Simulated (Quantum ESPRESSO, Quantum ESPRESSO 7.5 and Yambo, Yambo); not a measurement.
**A GW chain in Yambo: PtS2 (1T monolayer)**

Wanted: ground state, empty states, screening and self-energy for PtS2 (1T monolayer).

Main program and level: Quantum ESPRESSO 7.5 and Yambo 5.3.0; PBE and many-body steps on it, plane waves.

This is a report of a sequence of runs, with most program output left out.

**1. The structure**

The cell holds 3 atoms: 1 Pt and 2 S. Cell: a = 3.574 Å, b = 3.574 Å, c = 15.000 Å, α = 90.0°, β = 90.0°, γ = 120.0°. Vacuum lies along c.

The structure was relaxed with PBE. The runs that relaxed it are not among those shown. Spin-orbit coupling is left out unless a step names it.

**2. Ground state**

This step: Quantum ESPRESSO 7.5; DFT, PBE, plane waves, norm-conserving pseudopotentials.

The ground-state density comes first.

File pw.in:

```
&control
  calculation = 'scf'
  prefix = 'x'
  outdir = 'o'
  pseudo_dir = 'pseudo'
/
&system
  ibrav = 0
  nat = 3
  ntyp = 2
  ecutwfc = 76.0
  nbnd = 20
  force_symmorphic = .true.
/
&electrons
  conv_thr = 1e-10
  electron_maxstep = 80
  mixing_beta = 0.5
/
ATOMIC_SPECIES
  Pt 195.08 Pt.upf
  S 32.06 S.upf
CELL_PARAMETERS angstrom
  3.5735367340 0.0000000000 0.0000000000
  -1.7867683670 3.0947735930 0.0000000000
  0.0000000000 0.0000000000 15.0000000000
ATOMIC_POSITIONS crystal
  Pt 0.0000000000 0.0000000000 0.5000000000
  S 0.3333333333 0.6666666667 0.5818567013
  S 0.6666666667 0.3333333333 0.4181432987
K_POINTS automatic
  12 12 1 0 0 0
```

Launch:

```console
> OMP_NUM_THREADS=1 mpirun -n 4 pw.x -nk 4 -in pw.in > pw.out
```

Run time: 26 s. Hardware: 4 MPI ranks of Arm Neoverse V1, shared host; peak memory 0.59 GiB.

This step gave:

| Item | Value |
| --- | --- |
| total energy | -4155.3492 eV |
| gap | 1.767 eV |
| k of the valence top | 0.1667, 0.1667, 0 |
| k of the conduction bottom | 0, 0.25, 0 |
| least direct gap | 1.907 eV |

The gap is indirect, with the least direct gap 0.14 eV higher.

**3. Bands along the symmetry lines**

Levels along a band path, at the cheap level, show where the edges lie and whether the meshes to come will hold them.

File pw.in:

```
&control
  calculation = 'bands'
  prefix = 'x'
  outdir = 'o'
  pseudo_dir = 'pseudo'
/
&system
  ibrav = 0
  nat = 3
  ntyp = 2
  ecutwfc = 76.0
  nbnd = 21
  force_symmorphic = .true.
/
&electrons
  conv_thr = 1e-9
  electron_maxstep = 80
  diago_full_acc = .true.
  diago_thr_init = 5e-6
/
ATOMIC_SPECIES
  Pt 195.08 Pt.upf
  S 32.06 S.upf
CELL_PARAMETERS angstrom
  3.5735367340 0.0000000000 0.0000000000
  -1.7867683670 3.0947735930 0.0000000000
  0.0000000000 0.0000000000 15.0000000000
ATOMIC_POSITIONS crystal
  Pt 0.0000000000 0.0000000000 0.5000000000
  S 0.3333333333 0.6666666667 0.5818567013
  S 0.6666666667 0.3333333333 0.4181432987
K_POINTS crystal
  25
  0.00000000 0.00000000 0.00000000 1
  0.06250000 0.00000000 0.00000000 1
  0.12500000 0.00000000 0.00000000 1
  0.18750000 0.00000000 0.00000000 1
  0.25000000 0.00000000 0.00000000 1
  0.31250000 0.00000000 0.00000000 1
  0.37500000 0.00000000 0.00000000 1
  0.43750000 0.00000000 0.00000000 1
  0.50000000 0.00000000 0.00000000 1
  0.47916667 0.04166667 0.00000000 1
  0.45833333 0.08333333 0.00000000 1
  0.43750000 0.12500000 0.00000000 1
  0.41666666 0.16666666 0.00000000 1
  0.39583333 0.20833333 0.00000000 1
  0.37500000 0.25000000 0.00000000 1
  0.35416666 0.29166666 0.00000000 1
  0.33333333 0.33333333 0.00000000 1
  0.29166666 0.29166666 0.00000000 1
  0.25000000 0.25000000 0.00000000 1
  0.20833333 0.20833333 0.00000000 1
  0.16666666 0.16666666 0.00000000 1
  0.12500000 0.12500000 0.00000000 1
  0.08333333 0.08333333 0.00000000 1
  0.04166667 0.04166667 0.00000000 1
  0.00000000 0.00000000 0.00000000 1
```

Wall time 14 s (4 MPI ranks); peak memory 0.41 GiB; 54 s of CPU time.

Numbers from this step:

* gap: 1.767 eV
* k of the valence top: 0.1667, 0.1667, 0
* k of the conduction bottom: 0.25, 0, 0
* least direct gap: 1.907 eV

The gap is 1.767 eV, as in the run before at this level.

Electronic bands along the path, in eV, zero at the top of the highest filled band:

```csv
point,band 12,band 13,band 14,band 15,band 16,band 17,band 18,band 19
Γ,-0.77,-0.66,-0.29,-0.29,3.20,3.20,5.37,5.86
halfway,-2.00,-0.42,-0.41,-0.14,1.77,2.76,6.19,6.69
M,-2.10,-2.02,-1.67,-1.37,2.79,2.98,5.52,6.76
halfway,-2.23,-2.19,-1.09,-0.75,2.30,2.60,6.21,7.82
K,-2.44,-2.23,-0.71,-0.71,2.15,2.15,6.86,8.97
halfway,-2.05,-0.80,-0.48,0.00,2.10,2.14,6.84,7.06
Γ,-0.77,-0.66,-0.29,-0.29,3.20,3.20,5.37,5.86
```

**4. Empty states on the mesh, 6×6×1 mesh, 92 bands**

The sums over transitions need many empty states on a uniform mesh; this step solves for them.

File pw.in:

```
&control
  calculation = 'nscf'
  prefix = 'x'
  outdir = 'o'
  pseudo_dir = 'pseudo'
/
&system
  ibrav = 0
  nat = 3
  ntyp = 2
  ecutwfc = 76.0
  nbnd = 92
  force_symmorphic = .true.
/
&electrons
  conv_thr = 1e-9
  electron_maxstep = 80
  diago_full_acc = .true.
  diago_thr_init = 5e-6
/
ATOMIC_SPECIES
  Pt 195.08 Pt.upf
  S 32.06 S.upf
CELL_PARAMETERS angstrom
  3.5735367340 0.0000000000 0.0000000000
  -1.7867683670 3.0947735930 0.0000000000
  0.0000000000 0.0000000000 15.0000000000
ATOMIC_POSITIONS crystal
  Pt 0.0000000000 0.0000000000 0.5000000000
  S 0.3333333333 0.6666666667 0.5818567013
  S 0.6666666667 0.3333333333 0.4181432987
K_POINTS automatic
  6 6 1 0 0 0
```

The job ended after 25 s (4 MPI ranks; peak memory 0.71 GiB; 1.7 min of CPU time).

This step gave:

```yaml
gap: 2.039 eV
k_of_the_valence_top: 0.1667, 0.1667, 0
k_of_the_conduction_bottom: 0, 0.1667, 0
least_direct_gap: 2.065 eV
k_points_computed: 7
lowest_point_of_the_top_converged_band_above_the_valence_top: 33.73 eV
```

On this mesh the gap is 2.039 eV. The earlier step found 1.767 eV, so this mesh misses an edge.

**5. Conversion and set-up**

This step: Yambo 5.3.0; conversion and set-up on PBE, plane waves, norm-conserving pseudopotentials.

The states are converted to the many-body program's format and the q mesh is built.

Launch:

```console
> (cd o/x.save; p2y > p2y.log; mv SAVE ../..); yambo > setup.log
```

Wall time 2.9 s (1 MPI rank); peak memory 0.25 GiB.

**6. Screening and self-energy, 6×6×1 mesh, 92 bands, screening to 129.3 eV**

G0W0 replaces the xc potential by the self-energy, built once from these orbitals. Only a window of levels is corrected, while the sums run over the empty bands that the input names.

This step: G0W0 on PBE, plane waves, norm-conserving pseudopotentials.

File gw1.in:

```
HF_and_locXC
gw0
dyson
ppa
em1d
rim_cut
rim_w
RandQpts= 3000000
RandGvec= 100 RL
CUTGeo= "slab z"
RandGvecW= 9 RL
EXXRLvcs= 76 Ry
VXCRLvcs= 304 Ry
Chimod= "HARTREE"
% BndsRnXp
 1 | 92 |
%
NGsBlkXp= 9.5 Ry
% LongDrXp
 1 | 1 | 0 |
%
% GbndRnge
 1 | 92 |
%
DysSolver= "n"
ExtendOut
PPAPntXp= 27.21138 eV
% QPkrange
 1 | 7 | 10 | 17 |
%
```

Launch:

```console
> OMP_NUM_THREADS=1 mpirun -n 4 yambo -F gw1.in -J gw1 -C gw1 > gw1.log
```

Run time: 14 min. Hardware: 4 MPI ranks; peak memory 2.7 GiB.

Numbers from this step:

* G0W0 gap on the mesh: 3.297 eV
* starting gap on the mesh: 2.039 eV
* k of the valence top: 0, 0.1667, 0
* k of the conduction bottom: 0, 0.1667, 0
* least direct G0W0 gap on the computed points: 3.297 eV
* Z at the valence top: 0.7463
* Z at the conduction bottom: 0.7534

The gap on the mesh goes from 2.04 eV to 3.30 eV, a correction of +1.26 eV. The start differs from the 1.77 eV found before because the two sample other k points.

Limits: finite bands, cutoff and mesh; no spin polarisation; d states lean on the start; no spin-orbit coupling. v1 is the top filled band, c1 the lowest empty one. Levels before and after the correction, in eV, zero at the valence-band top of each column:

```csv
,conduction bottom,valence top
Kohn-Sham,2.04,0.00
G0W0,3.30,0.00
```

|  | level | energy (eV) |
| --- | --- | --- |
| Kohn-Sham | (0 0.167 0) v4 | -1.710 |
| Kohn-Sham | (0 0.167 0) v3 | -0.257 |
| Kohn-Sham | (0 0.167 0) v2 | -0.225 |
| Kohn-Sham | (0 0.167 0) v1 | -0.026 |
| Kohn-Sham | (0 0.167 0) c1 | 2.039 |
| Kohn-Sham | (0 0.167 0) c2 | 2.864 |
| G0W0 | (0 0.167 0) v4 | -1.666 |
| G0W0 | (0 0.167 0) v3 | -0.555 |
| G0W0 | (0 0.167 0) v2 | -0.316 |
| G0W0 | (0 0.167 0) v1 | 0.000 |
| G0W0 | (0 0.167 0) c1 | 3.297 |
| G0W0 | (0 0.167 0) c2 | 4.202 |

**7. Where the time went**

Times are wall times on the hardware named with each run, good to a factor of about two.

```csv
step,time,share,memory (GiB)
ground state,26 s,3 %,0.59
bands along the symmetry lines,14 s,1 %,0.41
empty states on the mesh,25 s,3 %,0.71
conversion and set-up,2.9 s,0 %,0.25
screening and self-energy,14 min,93 %,2.7
```

**8. What came out**

```json
{
 "PBE gap": "1.77 eV, indirect",
 "G0W0 gap on the mesh": "3.30 eV",
 "G0W0 gap over the zone (rigid shift)": "3.02 eV",
 "GW settings": "6×6×1 mesh, 92 bands, screening to 129.3 eV, Godby-Needs plasmon pole",
 "known limits": "not at the basis limit; no spin polarisation; d states lean on the start; no spin-orbit coupling"
}
```

What this shows: G0W0 moves the gap on the mesh from 2.04 eV to 3.30 eV (+1.26 eV), with Z of 0.75 and 0.75 at the edges. The mesh misses the band edges by 0.27 eV in all; a rigid shift gives 3.02 eV for the zone. The dearest step here is «screening and self-energy». Bands and cutoff are finite, so the gap is not at the basis limit. The miss can reach some tenths of an eV and take either sign; the mesh is an error of its own. A denser mesh or path gives a starting gap of 1.77 eV: the GW mesh misses a band edge, so its gaps are not the fundamental one. The runs have no spin polarisation. For a closed low-spin shell that is the natural state; where a d or f shell is open it is a constraint, and the gap is then not the crystal's own. With d states at the gap, one-shot GW leans hard on its start. The many-body steps are scalar-relativistic: spin-orbit coupling is not in them.

[Paths, hosts, dates, memory and timing lines, banners, echoed tables and standing remarks are left out of the program output.]

[Logs are printed without paths, hosts, clocks, repeated set-up lines and the standing remarks that a program may print on its own settings, such as how far it seeks lower states.]

[Runs of the session that timed out or met a known fault of the program may be left out.]

[Hosts, paths, dates, database ids (printed as entryN), source tags and the programs' standing remarks are cut or masked in the printed files.]
